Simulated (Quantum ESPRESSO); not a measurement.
# How KF (Carobbiite) absorbs and reflects light

Wanted: where KF (Carobbiite) starts to absorb, how strongly, and its refractive index.

Calculated with Quantum ESPRESSO 7.5; DFT, PBE, plane waves with norm-conserving potentials (PseudoDojo), scalar-relativistic, independent-particle optical response without local fields and without the non-local commutator.

## 1. Set-up

Symmetry: Fm-3m, No. 225, cubic system. Conventional cell: a = 5.344 Å, b = 5.344 Å, c = 5.344 Å, α = 90.00°, β = 90.00°, γ = 90.00°. Nearest to K lie 6 F at 2.67 Å. Nearest to F lie 6 K at 2.67 Å. Farther neighbours and most contacts between anions are not listed.

## 2. Ground state

The self-consistent density comes first; it also tells whether there is a gap, which decides the occupations and the need for a Drude term.

This step: DFT, PBE, plane waves with norm-conserving potentials (PseudoDojo), scalar-relativistic, ground state (Quantum ESPRESSO 7.5).

scf.in reads:

```
&control
  calculation = 'scf'
  prefix = 'x'
  outdir = './tmp'
  pseudo_dir = './'
  verbosity = 'high'
/
&system
  ibrav = 0
  nat = 2
  ntyp = 2
  ecutwfc = 90
  occupations = 'smearing'
  smearing = 'fd'
  degauss = 0.003675
  nbnd = 12
/
&electrons
  conv_thr = 1e-09
  electron_maxstep = 100
/
ATOMIC_SPECIES
  K 1.0 K.upf
  F 1.0 F.upf
CELL_PARAMETERS angstrom
  0.000000000000 2.671850000000 2.671850000000
  2.671850000000 0.000000000000 2.671850000000
  2.671850000000 2.671850000000 0.000000000000
ATOMIC_POSITIONS crystal
  K 0.000000000000 0.000000000000 0.000000000000
  F 0.500000000000 0.500000000000 0.500000000000
K_POINTS automatic
  7 7 7 0 0 0
```

The run is started by

```sh
mpirun -n 4 pw.x -nk 4 -in scf.in
```

What it wrote:

```text
for quantum simulation of materials; please cite

     using ibrav=0 with symmetry is DISCOURAGED, use correct ibrav instead

     G-vector sticks info
     --------------------
     sticks:   dense  smooth     PW     G-vecs:    dense   smooth      PW
     Sum        1261    1261    367                29627    29627    4645

     Using Slab Decomposition

     bravais-lattice index     =            0
     lattice parameter (alat)  =       7.1405  a.u.
     unit-cell volume          =     257.4322 (a.u.)^3
     number of atoms/cell      =            2
     number of atomic types    =            2
     number of electrons       =        16.00
     number of Kohn-Sham states=           12
     kinetic-energy cutoff     =      90.0000  Ry
     charge density cutoff     =     360.0000  Ry
     scf convergence threshold =      1.0E-09
     mixing beta               =       0.7000
     number of iterations used =            8  plain     mixing
     Exchange-correlation= PBE
                           (   1   4   3   4   0   0   0)

     celldm(1)=   7.140456  celldm(2)=   0.000000  celldm(3)=   0.000000
     celldm(4)=   0.000000  celldm(5)=   0.000000  celldm(6)=   0.000000

     crystal axes: (cart. coord. in units of alat)
               a(1) = (   0.000000   0.707107   0.707107 )
               a(2) = (   0.707107   0.000000   0.707107 )
               a(3) = (   0.707107   0.707107   0.000000 )

     reciprocal axes: (cart. coord. in units 2 pi/alat)
               b(1) = ( -0.707107  0.707107  0.707107 )
               b(2) = (  0.707107 -0.707107  0.707107 )
               b(3) = (  0.707107  0.707107 -0.707107 )

     ./K.upf
     Pseudo is Norm-conserving + core correction, Zval =  9.0
     Generated using ONCVPSP code by D. R. Hamann
     Using radial grid of 2222 points,  6 beta functions with:
                l(1) =   0
                l(2) =   0
                l(3) =   1
                l(4) =   1
                l(5) =   2
                l(6) =   2

     ./F.upf
     Pseudo is Norm-conserving + core correction, Zval =  7.0
     Generated using ONCVPSP code by D. R. Hamann
     Using radial grid of  832 points,  5 beta functions with:
                l(1) =   0
                l(2) =   0
                l(3) =   1
                l(4) =   1
                l(5) =   2

     atomic species   valence    mass     pseudopotential
     K                 9.00     1.00000     K ( 1.00)
     F                 7.00     1.00000     F ( 1.00)

     48 Sym. Ops., with inversion, found

                                    s                        frac. trans.

     [... symmetry matrices left out ...]
   Cartesian axes

     site n.     atom                  positions (alat units)
         1        K      tau(   1) = (   0.0000000   0.0000000   0.0000000  )
         2        F      tau(   2) = (   0.7071068   0.7071068   0.7071068  )

   Crystallographic axes

     site n.     atom                  positions (cryst. coord.)
         1        K      tau(   1) = (  0.0000000  0.0000000  0.0000000  )
         2        F      tau(   2) = (  0.5000000  0.5000000  0.5000000  )

     number of k points=    20  Fermi-Dirac smearing, width (Ry)=  0.0037
                       cart. coord. in units 2pi/alat
        k(    1) = (   0.0000000   0.0000000   0.0000000), wk =   0.0058309
        k(    2) = (   0.1010153   0.1010153  -0.1010153), wk =   0.0466472
        k(    3) = (   0.2020305   0.2020305  -0.2020305), wk =   0.0466472
        k(    4) = (   0.3030458   0.3030458  -0.3030458), wk =   0.0466472
        k(    5) = (   0.2020305  -0.0000000   0.0000000), wk =   0.0349854
        k(    6) = (   0.3030458   0.1010153  -0.1010153), wk =   0.1399417
        k(    7) = (   0.4040610   0.2020305  -0.2020305), wk =   0.1399417
        k(    8) = (  -0.2020305  -0.4040610   0.4040610), wk =   0.1399417
        k(    9) = (  -0.1010153  -0.3030458   0.3030458), wk =   0.1399417
        k(   10) = (  -0.0000000  -0.2020305   0.2020305), wk =   0.0699708
        k(   11) = (   0.4040610  -0.0000000   0.0000000), wk =   0.0349854
        k(   12) = (   0.5050763   0.1010153  -0.1010153), wk =   0.1399417
        k(   13) = (  -0.1010153  -0.5050763   0.5050763), wk =   0.1399417
        k(   14) = (   0.0000000  -0.4040610   0.4040610), wk =   0.0699708
        k(   15) = (   0.6060915  -0.0000000   0.0000000), wk =   0.0349854
        k(   16) = (  -0.0000000  -0.6060915   0.6060915), wk =   0.0699708
[...]
cryst. coord.
[...]
k(   13) = (  -0.0000000   0.2857143  -0.4285714), wk =   0.1399417
        k(   14) = (  -0.0000000   0.2857143  -0.2857143), wk =   0.0699708
        k(   15) = (   0.0000000   0.4285714   0.4285714), wk =   0.0349854
        k(   16) = (   0.0000000   0.4285714  -0.4285714), wk =   0.0699708
        k(   17) = (   0.1428571   0.2857143   0.4285714), wk =   0.1399417
        k(   18) = (   0.1428571   0.2857143  -0.4285714), wk =   0.2798834
        k(   19) = (   0.1428571   0.4285714  -0.4285714), wk =   0.1399417
        k(   20) = (   0.1428571   0.4285714  -0.2857143), wk =   0.1399417

     Dense  grid:    29627 G-vectors     FFT dimensions: (  45,  45,  45)

     Initial potential from superposition of free atoms

     starting charge      15.9808, renormalised to      16.0000
     Starting wfcs are    9 randomized atomic wfcs +    3 random wfcs

     Self-consistent Calculation

     iteration #  1     ecut=    90.00 Ry     beta= 0.70
     Davidson diagonalization with overlap

            55 MiB given to the printing process from OS
            24 MiB allocation reported by mallinfo(arena+hblkhd)
------------------
     ethr =  1.00E-02,  avg # of iterations =  6.7

     total energy              =    -109.52500151 Ry
     estimated scf accuracy    <       0.27465988 Ry

     iteration #  2     ecut=    90.00 Ry     beta= 0.70
     Davidson diagonalization with overlap

            67 MiB given to the printing process from OS
            33 MiB allocation reported by mallinfo(arena+hblkhd)
------------------
     ethr =  1.72E-03,  avg # of iterations =  2.0

     total energy              =    -109.57676211 Ry
     estimated scf accuracy    <       0.33199851 Ry

     iteration #  3     ecut=    90.00 Ry     beta= 0.70
     Davidson diagonalization with overlap

            68 MiB given to the printing process from OS
            33 MiB allocation reported by mallinfo(arena+hblkhd)
------------------
     ethr =  1.72E-03,  avg # of iterations =  2.0

     total energy              =    -109.64843606 Ry
     estimated scf accuracy    <       0.00336581 Ry

     iteration #  4     ecut=    90.00 Ry     beta= 0.70
     Davidson diagonalization with overlap

            69 MiB given to the printing process from OS
            34 MiB allocation reported by mallinfo(arena+hblkhd)
------------------
     ethr =  2.10E-05,  avg # of iterations =  8.3

     total energy              =    -109.64899484 Ry
     estimated scf accuracy    <       0.00021864 Ry

     iteration #  5     ecut=    90.00 Ry     beta= 0.70
     Davidson diagonalization with overlap

            70 MiB given to the printing process from OS
            35 MiB allocation reported by mallinfo(arena+hblkhd)
------------------
     ethr =  1.37E-06,  avg # of iterations =  4.2

     total energy              =    -109.64902584 Ry
     estimated scf accuracy    <       0.00000731 Ry

     iteration #  6     ecut=    90.00 Ry     beta= 0.70
     Davidson diagonalization with overlap

            71 MiB given to the printing process from OS
            36 MiB allocation reported by mallinfo(arena+hblkhd)
------------------
     ethr =  4.57E-08,  avg # of iterations =  2.0

     total energy              =    -109.64902816 Ry
     estimated scf accuracy    <       0.00000181 Ry

     iteration #  7     ecut=    90.00 Ry     beta= 0.70
     Davidson diagonalization with overlap

            72 MiB given to the printing process from OS
            37 MiB allocation reported by mallinfo(arena+hblkhd)
------------------
     ethr =  1.13E-08,  avg # of iterations =  2.0

     total energy              =    -109.64902847 Ry
     estimated scf accuracy    <          9.8E-09 Ry

     iteration #  8     ecut=    90.00 Ry     beta= 0.70
     Davidson diagonalization with overlap

            73 MiB given to the printing process from OS
            38 MiB allocation reported by mallinfo(arena+hblkhd)
------------------
     ethr =  6.09E-11,  avg # of iterations =  4.0

     total energy              =    -109.64902848 Ry
     estimated scf accuracy    <          7.6E-09 Ry

     iteration #  9     ecut=    90.00 Ry     beta= 0.70
     Davidson diagonalization with overlap

            74 MiB given to the printing process from OS
            39 MiB allocation reported by mallinfo(arena+hblkhd)
------------------
     ethr =  4.73E-11,  avg # of iterations =  2.0

     End of self-consistent calculation

          k = 0.0000 0.0000 0.0000 (  3719 PWs)   bands (ev):

   -24.5780 -17.0591  -7.8279  -7.8279  -7.8279   1.5379   1.5379   1.5379
     7.7362  12.2306  12.2306  12.2306

     occupation numbers
     1.0000   1.0000   1.0000   1.0000   1.0000   1.0000   1.0000   1.0000
     0.0000   0.0000   0.0000   0.0000

          k = 0.1010 0.1010-0.1010 (  3731 PWs)   bands (ev):

   -24.5605 -17.0753  -7.8802  -7.8349  -7.8349   1.3620   1.4707   1.4707
     8.2914  11.9283  12.4954  12.4954

     occupation numbers
     1.0000   1.0000   1.0000   1.0000   1.0000   1.0000   1.0000   1.0000
     0.0000   0.0000   0.0000   0.0000

          k = 0.2020 0.2020-0.2020 (  3714 PWs)   bands (ev):

   -24.5207 -17.1121  -7.9963  -7.8504  -7.8504   1.0217   1.3235   1.3235
     9.5921  11.6114  13.0980  13.0980

     occupation numbers
     1.0000   1.0000   1.0000   1.0000   1.0000   1.0000   1.0000   1.0000
     0.0000   0.0000   0.0000   0.0000

          k = 0.3030 0.3030-0.3030 (  3723 PWs)   bands (ev):

   -24.4884 -17.1422  -8.0880  -7.8627  -7.8627   0.7856   1.2092   1.2092
    10.5372  11.9835  13.5297  13.5297

     occupation numbers
     1.0000   1.0000   1.0000   1.0000   1.0000   1.0000   1.0000   1.0000
     0.0000   0.0000   0.0000   0.0000

     [... further k points left out ...]

     the Fermi energy is     5.6261 ev

!    total energy              =    -109.64902848 Ry
     estimated scf accuracy    <          6.6E-11 Ry
     smearing contrib. (-TS)   =       0.00000000 Ry
     internal energy E=F+TS    =    -109.64902848 Ry

     The total energy is F=E-TS. E is the sum of the following terms:
     one-electron contribution =     -41.34211660 Ry
     hartree contribution      =      28.32895912 Ry
     xc contribution           =     -24.01465797 Ry
     ewald contribution        =     -72.62121304 Ry

     convergence has been achieved in   9 iterations

     XML data file, charge density, pseudopotentials, collected wavefunctions

                                        0.00s GPU  (     213 calls)

=------------------------------------------------------------------------------=
   JOB DONE.
=------------------------------------------------------------------------------=
```

Wall time 5.3 s (4 MPI ranks of Arm Neoverse V1, shared host); peak memory 0.07 GiB; 21 s of CPU time.

Numbers from this step:

| Quantity | Value |
| --- | --- |
| total energy | -109.6 Ry |
| gap on the k-mesh | 6.198 eV |
| direct gap on the mesh | 6.198 eV |

There is a gap, 6.20 eV on this mesh (points off the mesh can give less), so no carriers' term is needed.

(Part 1 of 3 ends here.)

[Machine, clock, banner and «Message from routine» lines are left out of the logs.]

[Logs are printed without paths, hosts, clocks, repeated set-up lines and the standing remarks that a program may print on its own settings, such as how far it seeks lower states.]

[Hosts, paths, dates, database ids (printed as entryN), source tags and the programs' standing remarks are cut or masked in the printed files.]
